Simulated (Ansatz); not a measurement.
## Sc3B (built on the sites of a database entry of La3In): phonons and vibrational spectra

Task: relax Sc3B (built on the sites of a database entry of La3In), then find its harmonic phonons.

Calculated with Ansatz 0.2.0; DFT PBEsol, scalar-relativistic, plane waves, PAW.

The structure was built from a prototype and need not be the compound's stable phase.

**1. Set-up**

The structure is cubic, space group Pm-3m (No. 221). Conventional cell: a = 4.293 Å, b = 4.293 Å, c = 4.293 Å, α = 90.00°, β = 90.00°, γ = 90.00°. Nearest to Sc lie 4 B at 3.04 Å and 8 Sc at 3.04 Å. B has 12 Sc at 3.04 Å nearest. Farther neighbours are not listed.

As a file:

```cif
data_structure
_symmetry_space_group_name_H-M 'Pm-3m'
_symmetry_Int_Tables_number 221
_cell_length_a 4.2927
_cell_length_b 4.2927
_cell_length_c 4.2927
_cell_angle_alpha 90.000
_cell_angle_beta 90.000
_cell_angle_gamma 90.000
_cell_volume 79.10
loop_
_atom_site_label
_atom_site_type_symbol
_atom_site_symmetry_multiplicity
_atom_site_Wyckoff_symbol
_atom_site_fract_x
_atom_site_fract_y
_atom_site_fract_z
_atom_site_occupancy
Sc1 Sc 3 c 0.00000 0.50000 0.50000 1
B1 B 1 a 0.00000 0.00000 0.00000 1
```

**2. Rough relaxation**

The start is far from rest, so a relaxation with loose tolerances brings it close first.

input.yaml reads:

```yaml
crystal:
  lattice:
    - [4.29273, 0.0, 0.0]
    - [0.0, 4.29273, 0.0]
    - [0.0, 0.0, 4.29273]
  atoms:
    - { symbol: Sc, position: [0.0, 0.5, 0.5] }
    - { symbol: Sc, position: [0.5, 0.0, 0.5] }
    - { symbol: Sc, position: [0.5, 0.5, 0.0] }
    - { symbol: B, position: [0.0, 0.0, 0.0] }
kpoints:
  mp_grid: { grid: [6, 6, 6] }
hamiltonian:
  xc: pbesol
scf:
  occupations: { method: gaussian, width: 0.1 }
output:
  forces: true
  stress: true
  eigenvalues: true
relax:
  adjacent_minimum: "off"
  f_tol: 0.05
  max_steps: 80
  cell: { stress_tol: 0.5 }
```

Run with:

```
$ ansatz run input.yaml --threads 8 --pin off --max-ram 14336MiB --backend cpu --events-out ev --progress --plain --runs-dir out
```

Numbers of over 12 decimals in the logs are rounded to 6 here.

The program printed:

```text
The last accepted step is kept in <dir> (removed where the run ends without a failure and the disk answers)
Engine: ansatz 0.2.0, aarch64-unknown-linux-gnu
Pseudopotentials: kind: paw
Pseudopotential: Sc, paw, valence charge 11, recommended cutoff 420 eV (normal), Sc.paw.azcp
Pseudopotential: B, paw, valence charge 3, recommended cutoff 420 eV (normal), B.paw.azcp
Functional definition: PBEsol
  exchange = pbesol_x
[...]
F+E_penalty+E_count = -6485.96229399 eV   max|allowed force component| = 4.043e-29 eV/Å   (the final SCF, on the basis selected at the relaxed cell)
  cell:  # Å, volume = 66.7406 Å³
    - [4.056300, 0, 0]
    - [0, 4.056300, 0]
    - [0, 0, 4.056300]
  atoms:
    - { symbol: Sc, position: [0, 0.500000, 0.500000] }
    - { symbol: Sc, position: [0.500000, 0, 0.500000] }
    - { symbol: Sc, position: [0.500000, 0.500000, 0] }
    - { symbol: B, position: [0, 0, 0] }
[key lines of the parts left out:]
SCF converged after 6 iterations
Free energy (F): -6485.962294 eV
Fermi energy:    11.611861 eV
P = ⅓ Tr σ = 0.2555 GPa (2.555 kbar)
```

Elapsed: 1.5 s, on 8 threads of Arm Neoverse V2, shared host; peak memory 0.43 GiB.

Step by step:

```
step  energy less that of the first step (eV)  largest force component (eV/Å)  pressure (GPa)  volume (Å³)
   1                                   0.0000                          0.0000           -9.66        79.10
   2                                  -0.4106                          0.0000           -1.23        68.09
   3                                  -0.4149                          0.0000            0.28        66.74
  4*                                  -0.4132                          0.0000            0.26        66.74
```

Relaxation steps marked * repeat the geometry before them on a plane-wave basis chosen anew for their cell, so energy and pressure can jump there.

The run keeps the 48 symmetry operations that it works with, so distortions that break them were not tested.

```
conventional cell, symmetrised  before  after   change
                         a (Å)   4.293  4.056   -5.5 %
                         b (Å)   4.293  4.056   -5.5 %
                         c (Å)   4.293  4.056   -5.5 %
              volume (Å³/atom)   19.78  16.69  -15.6 %
```

Final coordinates:

```xyz
4
Lattice="4.0563 0.0000 0.0000 0.0000 4.0563 0.0000 0.0000 0.0000 4.0563" Properties=species:S:1:pos:R:3 pbc="T T T"
Sc    0.0000    2.0282    2.0282
Sc    2.0282    0.0000    2.0282
Sc    2.0282    2.0282    0.0000
B     0.0000    0.0000    0.0000
```

Numbers from this step:

```
pressure          : 0.2555 GPa
volume per atom   : 16.69 Å³
gap on the k-mesh : 0 eV
```

In this step the volume went from 19.78 to 16.69 Å³/atom.

**3. Bringing the structure to rest**

Harmonic phonons are second derivatives at a point where the forces vanish, and they are wanted at zero stress, so atoms and cell are relaxed first.

input.yaml reads:

```yaml
crystal:
  lattice:
    - [4.0563003422, 0.0, 0.0]
    - [0.0, 4.0563003422, 0.0]
    - [0.0, 0.0, 4.0563003422]
  atoms:
    - { symbol: Sc, position: [0.0, 0.5, 0.5] }
    - { symbol: Sc, position: [0.5, 0.0, 0.5] }
    - { symbol: Sc, position: [0.5, 0.5, 0.0] }
    - { symbol: B, position: [0.0, 0.0, 0.0] }
kpoints:
  mp_grid: { grid: [10, 10, 10] }
hamiltonian:
  xc: pbesol
scf:
  occupations: { method: gaussian, width: 0.1 }
output:
  forces: true
  stress: true
  eigenvalues: true
  write_density: true
  write_potential: true
  elf: true
  volumetric_format: npy
relax:
  adjacent_minimum: "off"
  f_tol: 0.005
  max_steps: 80
  cell: { stress_tol: 0.05 }
```

The program printed:

```text
[...]
Crystal: 4 atoms, lattice volume = 66.741 Å³
Basis set: ecut = 420 eV, 1309 PW (Γ), exchange–correlation on 60×60×60 points (8 copies of the dense FFT grid, shifted against one another)
Bands: 22, of which v1, the nominal top of the filled ones, is band 18 counted from 1 (17 counted from 0)
Symmetry: 48 space group operations
[...]
k-points: 56 of 1000
[...]
SCF iter   1: F=—  HF=-6485.989338 eV  |F-HF|=—  |Δ(HF+E_count)|=         —  Δρ=6.05e-3  dr2=3.45e-2  ethr=1.77e-3  ⟨swp⟩=4.0  Hψ=4641  notcnv=0
[...]
SCF iter   6: F=-6485.978783 eV  HF=-6485.978783 eV  |F-HF|=3.67e-8  |Δ(HF+E_count)|=   7.03e-8  Δρ=7.66e-6  dr2=6.66e-8  ethr=2.78e-10  ⟨swp⟩=7.9  Hψ=7423  notcnv=0
SCF 1 converged in 6 iterations: F = -6485.978783 eV  dr2 = 6.66e-8
[...]
relax step   1: F+E_penalty+E_count = -6485.97878280 eV  Δ(F+E_penalty+E_count) = +0.000e0 eV  max|allowed force component| = 3.142e-29 eV/Å  Δτ_max = 0.0000 Å  P = +0.168 GPa  Ω = 66.741 Å³  (6 SCF iters, dr2 threshold 1.00e-7 eV, accepted)
Crystal: 4 atoms, lattice volume = 67.000 Å³
Basis set: ecut = 420 eV, 1357 PW (Γ), exchange–correlation on 60×60×60 points (8 copies of the dense FFT grid, shifted against one another)
[...]
SCF iter   4: F=-6485.978745 eV  HF=-6485.978745 eV  |F-HF|=1.15e-8  |Δ(HF+E_count)|=   1.85e-7  Δρ=3.93e-6  dr2=2.17e-8  ethr=1.96e-10  ⟨swp⟩=5.1  Hψ=6862  notcnv=0
SCF 2 converged in 4 iterations: F = -6485.978745 eV  dr2 = 2.17e-8
[...]
relax step   2: F+E_penalty+E_count = -6485.97874465 eV  Δ(F+E_penalty+E_count) = +3.815e-5 eV  max|allowed force component| = 1.414e-28 eV/Å  Δτ_max = 0.0000 Å  P = -0.134 GPa  Ω = 67.000 Å³  energy of the carried Pulay correction = -6.478e-5 eV  (4 SCF iters, dr2 threshold 7.06e-8 eV, accepted)
Crystal: 4 atoms, lattice volume = 66.884 Å³
[...]
SCF iter   4: F=-6485.978822 eV  HF=-6485.978822 eV  |F-HF|=2.33e-9  |Δ(HF+E_count)|=   2.30e-8  Δρ=1.77e-6  dr2=4.35e-9  ethr=1.25e-10  ⟨swp⟩=6.1  Hψ=5948  notcnv=0
SCF 3 converged in 4 iterations: F = -6485.978822 eV  dr2 = 4.35e-9
relax step   3: F+E_penalty+E_count = -6485.97882196 eV  Δ(F+E_penalty+E_count) = -7.731e-5 eV  max|allowed force component| = 5.614e-29 eV/Å  Δτ_max = 0.0000 Å  P = -0.000 GPa  Ω = 66.884 Å³  energy of the carried Pulay correction = -3.599e-5 eV  (4 SCF iters, dr2 threshold 4.50e-8 eV, accepted)
[...]
SCF iter   4: F=-6485.978852 eV  HF=-6485.978852 eV  |F-HF|=2.27e-11  |Δ(HF+E_count)|=  5.91e-11  Δρ=4.59e-7  dr2=2.57e-11  ethr=1.00e-12  ⟨swp⟩=4.2  Hψ=5212  notcnv=0
SCF 4 converged in 4 iterations: F = -6485.978852 eV  dr2 = 2.57e-11
relax step   4: F+E_penalty+E_count = -6485.97885222 eV  Δ(F+E_penalty+E_count) = -3.026e-5 eV  max|allowed force component| = 8.707e-29 eV/Å  Δτ_max = 0.0000 Å  P = -0.000 GPa  Ω = 66.884 Å³  stress off target by 9.91e-5 GPa  SCF on the basis re-selected at this cell (its energy is not comparable with the rows above)  (4 SCF iters)
basis re-selected at this cell: Δ(F+E_penalty+E_count) = -3.026e-5 eV, ΔP = +0.000 GPa vs the last step (what re-selecting the basis moved, of the pressure what is left beyond the Pulay correction that the steps carried, after the strain that the cell walked since its last selection, with what the two solves' SCF thresholds leave and, on support functions, any second-order correction that the steps lacked; it is no m [...]
SCF converged after 4 iterations
Free energy (F): -6485.978852 eV
[...]
Internal energy: -6485.952242 eV  (E = F + TS)
E sigma→0 (E₀):  -6485.965547 eV
Entropy (-TS):   -0.026610 eV (-6.652 meV/atom)
Fermi energy:    11.568412 eV
[...]
--- Stress (GPa, compression-positive) ---
       -0.000099       0.000000       0.000000
        0.000000      -0.000099       0.000000
        0.000000       0.000000      -0.000099
  P = ⅓ Tr σ = -0.0001 GPa (-0.001 kbar)
--- Band table (eV; the first three rows and the last of 56) ---
  k-point 0: bands = [... 14 lower, 10.6288, 10.6288, 10.9153, 10.9153, 10.9153, 12.0152, 12.0152, 12.0152]
  k-point 1: bands = [... 14 lower, 10.3308, 10.7334, 10.8627, 10.8627, 10.9541, 12.0459, 12.0459, 12.1615]
  k-point 2: bands = [... 14 lower, 9.7294, 10.7231, 10.7231, 11.0327, 11.0627, 12.1717, 12.1717, 12.4715]
  k-point 55: bands = [... 14 lower, 10.1163, 10.1163, 10.4605, 10.4605, 10.4605, 12.9822, 13.1833, 13.1833]
--- Relaxed structure (3 steps of the walk, 3 accepted, 1 SCFs on fresh bases) ---
[...]
cell:  # Å, volume = 66.8844 Å³
    - [4.059212, 0, 0]
    - [0, 4.059212, 0]
    - [0, 0, 4.059212]
  atoms:
    - { symbol: Sc, position: [0, 0.500000, 0.500000] }
    - { symbol: Sc, position: [0.500000, 0, 0.500000] }
    - { symbol: Sc, position: [0.500000, 0.500000, 0] }
    - { symbol: B, position: [0, 0, 0] }
```

The job ended after 2.7 s (8 threads; peak memory 0.47 GiB).

Little changed from the start: no atom moved by 0.005 Å and no cell edge by 0.1 %.

Numbers from this step:

* pressure: -9.91e-5 GPa
* volume per atom: 16.72 Å³

Valence density in the ac plane at fractional y = 0.000, with atoms of Sc and B within 0.2 Å of it. It is the smooth field of the valence electrons, not physical close to the nuclei.

Values in e/Å³, 14 rows by 14 columns, each cell a mean:
```
0.4 0.5 0.5 0.3 0.2 0.2 0.1 0.1 0.1 0.2 0.2 0.4 0.5 0.5
0.6 0.5 0.4 0.3 0.2 0.1 0.1 0.1 0.1 0.2 0.2 0.3 0.5 0.5
0.4 0.4 0.3 0.2 0.2 0.2 0.2 0.2 0.2 0.2 0.2 0.2 0.3 0.4
0.3 0.2 0.2 0.2 0.2 0.3 0.5 0.5 0.4 0.2 0.2 0.2 0.2 0.2
0.2 0.2 0.2 0.2 0.4 1.1 2.5 3.0 2.0 0.9 0.2 0.2 0.2 0.2
0.1 0.1 0.1 0.2 0.8 2.6 5.4 6.1 4.5 2.0 0.4 0.2 0.1 0.1
0.1 0.1 0.1 0.2 1.2 3.8 7.0 7.4 6.1 3.0 0.5 0.2 0.1 0.1
0.1 0.1 0.1 0.2 1.0 3.3 6.4 7.0 5.4 2.5 0.5 0.2 0.1 0.1
0.2 0.1 0.1 0.2 0.5 1.4 3.3 3.8 2.6 1.1 0.3 0.2 0.1 0.2
0.2 0.2 0.2 0.2 0.2 0.5 1.0 1.2 0.8 0.4 0.2 0.2 0.2 0.2
0.3 0.3 0.3 0.2 0.2 0.2 0.2 0.2 0.2 0.2 0.2 0.2 0.3 0.3
0.5 0.5 0.3 0.3 0.2 0.1 0.1 0.1 0.1 0.2 0.2 0.3 0.4 0.5
0.5 0.6 0.5 0.3 0.2 0.1 0.1 0.1 0.1 0.2 0.2 0.4 0.5 0.5
0.3 0.5 0.5 0.3 0.2 0.2 0.1 0.1 0.1 0.2 0.3 0.4 0.6 0.4
```
Columns run along a (4.1 Å), rows up along c (4.1 Å). Atoms in or near the plane, at fractional coordinates: Sc at (0.50, 0.50), B at (0.00, 0.00).

ELF in the ac plane at fractional y = 0.000, with atoms of Sc and B within 0.2 Å of it. It is the smooth field of the valence electrons, not physical close to the nuclei.

Values, 14 rows by 14 columns, each cell a mean:
```
0.09 0.28 0.66 0.74 0.67 0.55 0.42 0.39 0.46 0.58 0.71 0.74 0.54 0.20
0.45 0.58 0.74 0.73 0.59 0.42 0.25 0.22 0.30 0.46 0.66 0.74 0.69 0.54
0.74 0.75 0.72 0.61 0.33 0.16 0.09 0.08 0.10 0.19 0.45 0.65 0.74 0.74
0.72 0.71 0.60 0.38 0.15 0.13 0.25 0.29 0.20 0.12 0.21 0.45 0.66 0.71
0.61 0.56 0.36 0.15 0.19 0.50 0.70 0.71 0.66 0.41 0.12 0.19 0.46 0.58
0.51 0.44 0.21 0.09 0.38 0.70 0.61 0.50 0.69 0.66 0.20 0.10 0.30 0.46
0.44 0.36 0.14 0.08 0.50 0.71 0.29 0.07 0.50 0.71 0.29 0.08 0.22 0.39
0.47 0.39 0.16 0.08 0.45 0.72 0.46 0.29 0.61 0.70 0.25 0.09 0.25 0.42
0.58 0.53 0.31 0.13 0.24 0.58 0.72 0.71 0.70 0.50 0.13 0.16 0.42 0.55
0.69 0.66 0.51 0.27 0.13 0.24 0.45 0.50 0.38 0.19 0.15 0.33 0.59 0.67
0.74 0.74 0.70 0.56 0.27 0.13 0.08 0.08 0.09 0.15 0.38 0.61 0.73 0.74
0.62 0.69 0.75 0.70 0.51 0.31 0.16 0.14 0.21 0.36 0.60 0.72 0.74 0.66
0.16 0.35 0.69 0.74 0.66 0.53 0.39 0.36 0.44 0.56 0.71 0.75 0.58 0.28
0.02 0.16 0.62 0.74 0.69 0.58 0.47 0.44 0.51 0.61 0.72 0.74 0.45 0.09
```
Columns run along a (4.1 Å), rows up along c (4.1 Å). Atoms in or near the plane, at fractional coordinates: Sc at (0.50, 0.50), B at (0.00, 0.00).

Electrostatic potential energy in the ac plane at fractional y = 0.000, with atoms of Sc and B within 0.2 Å of it. With pseudopotentials it is smooth inside the atoms' cores, unlike the true potential.

Ten even steps from '0' (-54 eV) to '9' (15 eV), each cell a mean:
```
02799999999952
46899999999975
89999998999999
99999877789999
99998644578999
99987410257999
99986300047899
99986300147999
99997633468999
99998766789999
99999988899999
67999999999987
13799999999962
01699999999840
```
Columns run along a (4.1 Å; values clipped at the 3rd and 97th percentile), rows up along c (4.1 Å). Atoms in or near the plane, at fractional coordinates: Sc at (0.50, 0.50), B at (0.00, 0.00).

In this step the volume went from 16.69 to 16.72 Å³/atom.

**4. Tight relaxation**

Phonons need a cell at rest on their own settings, so the relaxation is repeated with tight tolerances on forces and stress on the k mesh and occupations of the first response run.

input.yaml reads:

```yaml
crystal:
  lattice:
    - [4.0592116007, 0.0, 0.0]
    - [0.0, 4.0592116007, 0.0]
    - [0.0, 0.0, 4.0592116007]
  atoms:
    - { symbol: Sc, position: [0.0, 0.5, 0.5] }
    - { symbol: Sc, position: [0.5, 0.0, 0.5] }
    - { symbol: Sc, position: [0.5, 0.5, 0.0] }
    - { symbol: B, position: [0.0, 0.0, 0.0] }
kpoints:
  mp_grid: { grid: [10, 10, 10] }
hamiltonian:
  xc: pbesol
scf:
  occupations: { method: methfessel_paxton, width: 0.15 }
output:
  forces: true
  stress: true
  eigenvalues: true
relax:
  adjacent_minimum: "off"
  f_tol: 0.001
  max_steps: 60
  cell: { stress_tol: 0.01 }
```

The program printed:

```text
[...]
Crystal: 4 atoms, lattice volume = 66.884 Å³
Basis set: ecut = 420 eV, 1357 PW (Γ), exchange–correlation on 60×60×60 points (8 copies of the dense FFT grid, shifted against one another)
Bands: 22, of which v1, the nominal top of the filled ones, is band 18 counted from 1 (17 counted from 0)
Symmetry: 48 space group operations
[...]
k-points: 56 of 1000
[...]
--- Relaxed structure (3 steps of the walk, 3 accepted, 1 SCFs on fresh bases) ---
[...]
cell:  # Å, volume = 66.8471 Å³
    - [4.058456, 0, 0]
    - [0, 4.058456, 0]
    - [0, 0, 4.058456]
  atoms:
    - { symbol: Sc, position: [0, 0.500000, 0.500000] }
    - { symbol: Sc, position: [0.500000, 0, 0.500000] }
    - { symbol: Sc, position: [0.500000, 0.500000, 0] }
    - { symbol: B, position: [0, 0, 0] }
[key lines of the parts left out:]
SCF converged after 5 iterations
Free energy (F): -6485.965860 eV
Fermi energy:    11.575212 eV
P = ⅓ Tr σ = -0.0001 GPa (-0.001 kbar)
```

The job ended after 2.5 s (8 threads; peak memory 0.47 GiB; 17 s of CPU time).

Little changed from the start: no atom moved by 0.005 Å and no cell edge by 0.1 %.

Numbers from this step:

| Item | Value |
| --- | --- |
| pressure | -1.10e-4 GPa |
| volume per atom | 16.71 Å³ |

The forces vanish by symmetry and the pressure is 0.000 GPa, within the tolerances set. The cell now holds 16.71 Å³/atom.

**5. Modes at Γ**

The zone centre comes first: it holds the modes that light can see, as far as symmetry allows. No field response is asked, since the mesh shows no gap.

input.yaml, the sections that differ from step 4:

```yaml
crystal:
  lattice:
    - [4.0584555828, 0.0, 0.0]
    - [0.0, 4.0584555828, 0.0]
    - [0.0, 0.0, 4.0584555828]
  atoms:
    - { symbol: Sc, position: [0.0, 0.5, 0.5] }
    - { symbol: Sc, position: [0.5, 0.0, 0.5] }
    - { symbol: Sc, position: [0.5, 0.5, 0.0] }
    - { symbol: B, position: [0.0, 0.0, 0.0] }
output:
  eigenvalues: true
phonons:
  method: dfpt
# kpoints, hamiltonian, scf: as in step 4
# relax: removed
```

The program printed:

```text
zone centre: on kpoints.mp_grid the ground state, and the responses unless they are solved on pairs of k-points, stand on 216 of the mesh's 1000 k-points, reduced under 8 symmetry operations, with k and −k counted as one. Each operation leaves every solved displacement unchanged or reverses it
[...]
Crystal: 4 atoms, lattice volume = 66.847 Å³
Basis set: ecut = 420 eV, 1309 PW (Γ), exchange–correlation on 60×60×60 points (8 copies of the dense FFT grid, shifted against one another)
Bands: 22, of which v1, the nominal top of the filled ones, is band 18 counted from 1 (17 counted from 0)
Symmetry: 48 space group operations
k-points: 216 of 1000 (irreducible under 8 space group operations)
[...]
SCF iter   1: F=—  HF=-6485.977099 eV  |F-HF|=—  |Δ(HF+E_count)|=         —  Δρ=6.09e-3  dr2=3.47e-2  ethr=1.77e-3  ⟨swp⟩=3.9  Hψ=38174  notcnv=0
automatic band count: the SCF goes on with 26 bands, as 22 were too few: they end inside the smearing window of the response
[...]
SCF iter   2: F=—  HF=-6485.969331 eV  |F-HF|=—  |Δ(HF+E_count)|=   7.77e-3  S|Δr|=    0.00e0  Δρ=3.40e-3  dr2=1.13e-2  ethr=9.64e-5  ⟨swp⟩=1.0  Hψ=7350  notcnv=0
[...]
SCF iter   8: F=-6485.965860 eV  HF=-6485.965860 eV  |F-HF|=0.00e0  |Δ(HF+E_count)|=  5.91e-11  S|Δr|=    0.00e0  Δρ=1.08e-7  dr2=5.75e-12  ethr=1.00e-12  ⟨swp⟩=5.8  Hψ=24789  notcnv=0
SCF 1 converged in 8 iterations: F = -6485.965860 eV  dr2 = 5.75e-12
[...]
DFPT response loops at Γ: preconditioner auto → Kerker (q_TF=auto, 2.461 Å⁻¹) (partly filled bands, converged f_vac=0.000); β = 1.00, the filter's whole step (`scf.mixing.beta` (0.50) is not read by the response loops under this deck's `scf.mixing.preconditioner`; to damp them name `kerker` or `kerker_dos`, under which they read `scf.mixing.beta`, and type it under 1.00, their step now; both keys bind the ground state too); Broyden in place of MSR1
SCF converged after 8 iterations
[...]
Free energy (F): -6485.965860 eV
[...]
Internal energy: -6485.961610 eV  (E = F + TS)
E sigma→0 (E₀):  -6485.964797 eV
Entropy (-TS):   -0.004250 eV (-1.063 meV/atom)
Fermi energy:    11.575212 eV
[...]
--- Band table (eV; the first three rows and the last of 216) ---
  k-point 0: bands = [... 14 lower, 10.6359, 10.6359, 10.9213, 10.9213, 10.9213, 12.0238, 12.0238, 12.0238, ... 4 higher]
  k-point 1: bands = [... 14 lower, 10.3379, 10.7404, 10.8689, 10.8689, 10.9601, 12.0541, 12.0541, 12.1699, ... 4 higher]
  k-point 2: bands = [... 14 lower, 9.7362, 10.7297, 10.7297, 11.0400, 11.0688, 12.1794, 12.1794, 12.4797, ... 4 higher]
  k-point 215: bands = [... 14 lower, 10.1228, 10.1228, 10.4688, 10.4688, 10.4688, 12.9906, 13.1911, 13.1911, ... 4 higher]
--- Phonons (Γ-DFPT): 3 representative perturbations + reference, on 216 of 1000 k-points (Σ response iterations 9) ---
  k mesh reduced under 8 symmetry operations, with k and −k counted as one. Each operation leaves every solved displacement unchanged or reverses it
  ASR residual: 5.336e-5 → 0.000e0 eV/Å²; symmetrization residual: 1.429e-6 eV/Å²
  ASR residual per site (eV/Å²): 4.24e-5 4.24e-5 4.24e-5 5.34e-5
  Γ frequencies (cm⁻¹): 0.00 0.00 0.00 137.18 137.18 137.18 151.38 151.38 151.38 333.86 333.86 333.86
  non-analytic LO–TO correction: not included (Born effective charges unavailable; polar crystals: no LO–TO splitting at Γ)
```

Run time: 19 s. Hardware: 8 threads; peak memory 1.5 GiB; 2.1 min of CPU time.

Numbers from this step:

- sum-rule residual before enforcement: 5.34e-5 eV/Å²
- point group: m-3m
- highest optical mode at the zone centre (no LO-TO term): 333.9 cm⁻¹
- lowest optical zone-centre mode: 137.2 cm⁻¹

Patterns of degenerate modes are one choice out of their space. Modes at Γ, with each element's share of the kinetic energy:

```
mode  frequency (cm⁻¹)  symmetry  Sc %  B %
   1               0.0  acoustic    93    7
   2               0.0  acoustic    93    7
   3               0.0  acoustic    93    7
   4             137.2       T2u   100    0
   5             137.2       T2u   100    0
   6             137.2       T2u   100    0
   7             151.4       T1u    19   81
   8             151.4       T1u    19   81
   9             151.4       T1u    19   81
  10             333.9       T1u    89   11
  11             333.9       T1u    89   11
  12             333.9       T1u    89   11
```

Displacements in mode 6 (137.2 cm⁻¹), the largest set to 1:
```
Sc1  0.00  0.20 -0.04
Sc2  1.00  0.00  0.04
Sc3 -1.00 -0.20  0.00
B4   0.00  0.00  0.00
```

Displacements in mode 11 (333.9 cm⁻¹), the largest set to 1:
```
Sc1  1.00  0.00  0.00
Sc2 -0.40  0.00  0.00
Sc3 -0.40  0.00  0.00
B4  -0.83  0.00  0.00
```

Before it was imposed, the acoustic sum rule was missed by 5.3e-5 eV/Å². Small misses are needed for a sound result but don't prove that mesh and cutoff are converged. The lowest optical mode is real, 137 cm⁻¹.

(Part 1 of 2 ends here.)

[Logs are printed without paths, hosts, clocks, repeated set-up lines and the standing remarks that a program may print on its own settings, such as how far it seeks lower states.]

[Hosts, paths, dates, database ids (printed as entryN), source tags and the programs' standing remarks are cut or masked in the printed files.]
